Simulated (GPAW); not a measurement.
# The O K excitation threshold of SnO2 (Pnnm) under uniform strain

For each volume the threshold was computed as E(hole) − E(ground) plus the lowest empty eigenvalue of the hole cell (GPAW, LDA, 12-atom cell, total energies on 4×4×4 k points, the eigenvalue on 5×5×5, hole spin-paired). The values are raw, 9 eV above the value with the free atom's term for the hole's spin taken off; only their change is used. The threshold is the spectrum's zero, where absorption may be weak, not the visible edge.

| volume | ln(V/V₀) | threshold (eV) |
| --- | --- | --- |
| V × 0.94 | -0.06188 | 533.207 |
| V × 0.97 | -0.03046 | 532.880 |
| V × 1 | +0.00000 | 532.598 |
| V × 1.03 | +0.02956 | 532.409 |
| V × 1.06 | +0.05827 | ? |

**Question.** Fit a straight line in ln(V/V₀), give its slope, and predict the threshold at V × 1.06.

The means of the given rows are x̄ = -0.01570 and Ē = 532.774 eV. Σ(x − x̄)(E − Ē) = -0.04084 and Σ(x − x̄)² = 0.004645, so the slope is -8.79 eV, and the line passes the given rows within 0.038 eV. At x = +0.05827 it gives 532.774 + (-8.79) × (+0.07397) = 532.123 eV. The run gives 532.322 eV, a miss of -0.199 eV over a total move of -0.885 eV. The rows bend away from the line, so the slope is only a mean over the range. It stands for the clamped-ion volume deformation potential of the lowest empty level of the hole cell on this mesh (the hole may pull it below the band edge) against the O 1s level, with the hole's relaxation included: the threshold falls by 0.088 eV for 1 % of expansion. The charged cell's image error also scales with the cell's size and isn't taken out.

[Hosts, paths, dates, database ids (printed as entryN), source tags and the programs' standing remarks are cut or masked in the printed files.]

[Lists of maxima count a maximum above −3 eV only where it reaches 4 % of the highest in the window and stands out from its surroundings by 2 % of it (1.5 % where it reaches 55 %); shoulders and weaker maxima are passed over, and of the rest the first, up to two pre-edge ones and the few strongest are named.]
